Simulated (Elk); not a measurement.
**MnNi3: magneto-optical Kerr spectrum**

Wanted: σ_xx, σ_xy and the Kerr angle of MnNi3 with spin–orbit coupling.

Program: Elk 11.2.3 (patched build). Level of theory: PBEsol; all-electron APW+lo, Dirac cores, scalar-relativistic bands with second-variational spin-orbit coupling. Results are calculated unless marked as measured.

This is a report of a sequence of runs, with most program output left out.

### Step 1. The structure

Symmetry: Pm-3m, No. 221, cubic system. The conventional cell has a = 3.593 Å, b = 3.593 Å, c = 3.593 Å, α = 90.00°, β = 90.00°, γ = 90.00°. Mn has 12 Ni at 2.54 Å nearest. Ni has 4 Mn at 2.54 Å and 8 Ni at 2.54 Å nearest. Farther neighbours are not listed.

### Step 2. Self-consistent run

In a ferromagnet the Kerr effect comes from exchange splitting and spin–orbit coupling together. The parallel order is imposed here; no other order was tried.

In this input [001] lies along z, the axis of the moments and of the light.

Moments are seeded by fields in the spheres (the last three columns under atoms), set against the wanted direction and reduced each loop.

elk.in reads:

```
tasks
  0
  15
  33
  73

xctype
  22

rgkmax
  7.0

nempty
  14

swidth
  0.003

reducebf
  0.5

epsengy
  1e-05

maxscl
  100

lmaxi
  3

spinpol
  .true.

spinorb
  .true.

cmagz
  .true.

sppath
  './'

avec
  6.78978596578 0.00000000000 0.00000000000
  0.00000000000 6.78978596578 0.00000000000
  0.00000000000 0.00000000000 6.78978596578

atoms
  2
  'Mn.in'
  1
  0.0000000000 0.0000000000 0.0000000000   0.000000 0.000000 -0.175000
  'Ni.in'
  3
  0.0000000000 0.5000000000 0.5000000000   0.000000 0.000000 -0.050000
  0.5000000000 0.0000000000 0.5000000000   0.000000 0.000000 -0.050000
  0.5000000000 0.5000000000 0.0000000000   0.000000 0.000000 -0.050000

ngridk
  8 8 8

plot3d
  0 0 0
  1 0 0
  0 1 0
  0 0 1
  18 18 18
```

Run with:

```bash
OMP_NUM_THREADS=4 elk
```

The job ended after 16 min (4 threads of Arm Neoverse V1, shared host; peak memory 0.43 GiB; 62 min of CPU time).

Spin moment in the muffin-tin sphere by atom:

```
atom  spin moment in the muffin-tin sphere (μB)
 Mn1                                       3.24
 Ni2                                       0.53
 Ni3                                       0.53
 Ni4                                       0.53
```

This step gave:

| Item | Value |
| --- | --- |
| density of states at the Fermi level | 4.342 states/eV/cell |
| moment between the spheres | -0.02642 μB |
| magnetization | 4.800 μB |
| final state | ferromagnetic |

After 29 cycles the largest moment stands at 3.24 μB.

Orbital moment <L> in the sphere by atom:

```
atom  x (μB)  y (μB)  z (μB)    size
 Mn1  0.0000  0.0000  0.0153  0.0153
 Ni2  0.0000  0.0000  0.0256  0.0256
 Ni3  0.0000  0.0000  0.0256  0.0256
 Ni4  0.0000  0.0000  0.0219  0.0219
```

### Step 3. States and momentum matrix elements on a finer mesh

Optical spectra need more k points than the density, so the states are solved once on a finer mesh in the saved potential.

elk.in reads:

```
tasks
  1
  120

xctype
  22

rgkmax
  7.0

nempty
  14

swidth
  0.003

reducebf
  0.5

epsengy
  1e-05

maxscl
  1

lmaxi
  3

spinpol
  .true.

spinorb
  .true.

cmagz
  .true.

sppath
  './'

avec
  6.78978596578 0.00000000000 0.00000000000
  0.00000000000 6.78978596578 0.00000000000
  0.00000000000 0.00000000000 6.78978596578

atoms
  2
  'Mn.in'
  1
  0.0000000000 0.0000000000 0.0000000000   0.000000 0.000000 -0.000175
  'Ni.in'
  3
  0.0000000000 0.5000000000 0.5000000000   0.000000 0.000000 -0.000050
  0.5000000000 0.0000000000 0.5000000000   0.000000 0.000000 -0.000050
  0.5000000000 0.5000000000 0.0000000000   0.000000 0.000000 -0.000050

ngridk
  11 11 11
```

Run with:

```bash
OMP_NUM_THREADS=4 elk
```

Elapsed: 2.3 min, on 4 threads; peak memory 0.73 GiB.

Read from the output:

| Property | Result |
| --- | --- |
| magnetization | 4.759 μB |
| largest moment | 3.236 μB |

### Step 4. Optics with a broadening of 0.20 eV

The broadening stands for the lifetime of the excited states; it lowers and widens the peaks.

Edit elk.in of step 3 so:

```diff
@@ -1,4 +1,4 @@
 tasks
-  1
-  120
+  121
+  122
 
@@ -14,3 +14,3 @@
 swidth
-  0.003
+  0.0075
 
@@ -23,3 +23,3 @@
 maxscl
-  1
+  100
 
@@ -36,2 +36,5 @@
   .true.
+
+intraband
+  .false.
 
@@ -58 +61,10 @@
   11 11 11
+
+wplot
+  240 100 0
+  0.00000 0.30000
+
+optcomp
+  1 1
+  1 2
+  3 3
```

Run with:

```bash
OMP_NUM_THREADS=4 elk
```

Elapsed: 1.7 min, on 4 threads; peak memory 0.05 GiB.

Intraband term left out, so in a metal the low energies lack the Drude part. The polar Kerr angle by photon energy; values in degrees:

```
photon energy (eV)  rotation  ellipticity
              0.00         0            0
              0.25     0.276       -0.186
              0.50     0.421        0.121
              0.75     0.236        0.243
              1.00     0.141        0.215
              1.25    0.0558        0.270
              1.50    -0.135        0.185
              1.75    -0.170      -0.0246
              2.00   -0.0812       -0.176
              2.25    0.0896       -0.201
              2.50     0.146       -0.121
              2.75     0.137       -0.162
              3.00     0.263       -0.190
              3.25     0.358      -0.0660
              3.50     0.321       0.0368
              3.75     0.260       0.0610
              4.00     0.264       0.0332
              4.25     0.334       0.0624
              4.50     0.322        0.157
              4.75     0.287        0.169
              5.00     0.282        0.219
              5.25     0.256        0.287
              5.50     0.173        0.338
              5.75    0.0920        0.309
              6.00    0.0612        0.312
              6.25  -0.00197        0.272
              6.50   -0.0332        0.278
              6.75    -0.122        0.210
              7.00    -0.120        0.104
              7.25   -0.0537       0.0386
              7.50   0.00531      0.00862
              7.75    0.0822       0.0713
              8.00    0.0210        0.133
```

Intraband term left out, so in a metal the low energies lack the Drude part. Table of optical conductivity by photon energy:

```
photon energy (eV)  Re sigma xx (S/cm)  Im sigma xx (S/cm)  Re sigma xy (S/cm)  Im sigma xy (S/cm)  Re sigma zz (S/cm)  Im sigma zz (S/cm)
              0.00                4883                   0                -215                   0                4910                   0
              0.25                3759                96.8                -225               -51.1                3762                 104
              0.50                4091               -1018                -197                -163                4092               -1014
              0.75                4771               -1039               -62.5                -191                4774               -1036
              1.00                5044               -1273               -25.8                -143                5047               -1277
              1.25                5653               -1641                24.3                -167                5658               -1639
              1.50                7144               -1499                 156               -81.0                7157               -1492
              1.75                7980                -181                88.5                 107                7971                -162
              2.00                8115                1332               -83.8                 128                8110                1319
              2.25                7343                2537                -149               -17.0                7352                2535
              2.50                6378                3001               -78.6               -70.6                6384                3008
              2.75                5590                3081               -77.2               -58.3                5585                3092
              3.00                5036                2920               -74.9               -97.8                5036                2920
              3.25                4844                2864               -25.2                -123                4839                2867
              3.50                4491                2911                15.1               -98.4                4490                2909
              3.75                3981                2797                21.5               -65.1                3982                2795
              4.00                3636                2404                8.95               -55.0                3638                2406
              4.25                3666                1975                4.93               -64.5                3667                1976
              4.50                3877                1660                13.9               -66.4                3878                1662
              4.75                4347                1691                16.8               -69.7                4346                1693
              5.00                4730                2239                40.8               -78.8                4729                2238
              5.25                3980                2869                67.0               -49.9                3979                2868
              5.50                3590                2533                62.2               -27.2                3593                2533
              5.75                3465                2515                52.6               -11.5                3464                2516
              6.00                3259                2303                46.2               -6.93                3260                2302
              6.25                3237                2200                37.9               0.670                3238                2201
              6.50                3149                2101                36.1                3.91                3150                2101
              6.75                3230                1873                28.0                12.2                3231                1874
              7.00                3357                2005                15.2                14.5                3358                2006
              7.25                3206                2016                5.17                6.27                3204                2018
              7.50                3315                1999                1.01              -0.769                3316                1997
              7.75                3259                2184                8.61               -10.5                3260                2184
              8.00                2956                2174                14.6               -1.92                2956                2177
```

### Step 5. Optics with a broadening of 0.30 eV

Edit elk.in of step 4 so:

```diff
@@ -14,3 +14,3 @@
 swidth
-  0.0075
+  0.011
```

Run with:

```bash
OMP_NUM_THREADS=4 elk
```

It took 1.7 min on 4 threads; peak memory 0.05 GiB; 6.7 min of CPU time.

Intraband term left out, so in a metal the low energies lack the Drude part. Table of polar Kerr angle by photon energy; values in degrees:

```
photon energy (eV)  rotation  ellipticity
              0.00         0            0
              0.25     0.228       -0.120
              0.50     0.339       0.0534
              0.75     0.238        0.175
              1.00     0.148        0.190
              1.25    0.0590        0.210
              1.50   -0.0709        0.145
              1.75    -0.107     -0.00425
              2.00   -0.0426       -0.126
              2.25    0.0726       -0.160
              2.50     0.130       -0.127
              2.75     0.154       -0.141
              3.00     0.242       -0.145
              3.25     0.311      -0.0630
              3.50     0.300       0.0170
              3.75     0.266       0.0449
              4.00     0.269       0.0412
              4.25     0.305       0.0715
              4.50     0.301        0.137
              4.75     0.278        0.168
              5.00     0.267        0.210
              5.25     0.236        0.264
              5.50     0.169        0.301
              5.75     0.104        0.293
              6.00    0.0613        0.288
              6.25    0.0127        0.265
              6.50   -0.0273        0.251
              6.75   -0.0842        0.197
              7.00   -0.0879        0.116
              7.25   -0.0457       0.0610
              7.50   0.00690       0.0408
              7.75    0.0529       0.0754
              8.00    0.0269        0.108
```

### Step 6. An attempt with other settings

A slip in the input shows what the program catches and what it lets pass.

Edit elk.in of step 2 so:

```diff
@@ -2,5 +2,2 @@
   0
-  15
-  33
-  73
 
@@ -13,3 +10,3 @@
 nempty
-  14
+  0
 
@@ -25,3 +22,3 @@
 maxscl
-  100
+  50
 
@@ -60,8 +57 @@
   8 8 8
-
-plot3d
-  0 0 0
-  1 0 0
-  0 1 0
-  0 0 1
-  18 18 18
```

Run with:

```bash
OMP_NUM_THREADS=4 elk
```

Elapsed: 0.01 s, on 4 threads; peak memory 0.05 GiB.

The input was rejected at the start.

The fault put into the input: no empty states.

Spin-polarised states are built from the spinless ones, so without empty states the majority spin has nowhere to go; ten or more an atom are usual.

### Step 7. The strongest peak

The largest local extreme of the rotation above 1.5 eV, for majority spin along +z:

```
broadening (eV)  energy (eV)  rotation (°)  ellipticity (°)  rotation at 1.96 eV (°)
           0.20         3.27         0.359           -0.057                   -0.103
           0.30         3.30         0.314           -0.044                   -0.058
```

### Step 8. Outcome

```json
{"net spin moment": "4.80 μB a cell", "strongest peak above 1.5 eV": "0.36° at 3.3 eV", "rotation at 1.96 eV": "-0.10°"}
```

Above 1.5 eV the rotation peaks at 3.27 eV, with 0.36° for majority spin along +z at a broadening of 0.20 eV. The run's majority spin points along +z; the magnetisation points the other way, and the angle changes sign with it. The intraband (Drude) term is left out, which matters in a metal: most under about 1.5 eV, and higher wherever the diagonal response is small. Between 0.3 and 1.5 eV the same spectrum reaches a larger 0.45° at 0.41 eV, where it is less sure. These are independent-particle spectra on a 11×11×11 mesh, not shown converged.

[Logs and program files are shortened in this print: banners, set-up blocks, solver, clock and traceback lines can be left out without a mark of their own.]

[Logs are printed without paths, hosts, clocks, repeated set-up lines and the standing remarks that a program may print on its own settings, such as how far it seeks lower states.]

[Hosts, paths, dates, database ids (printed as entryN), source tags and the programs' standing remarks are cut or masked in the printed files.]

[Where a cell is said to come from a database of computed structures, the database is the Materials Project.]
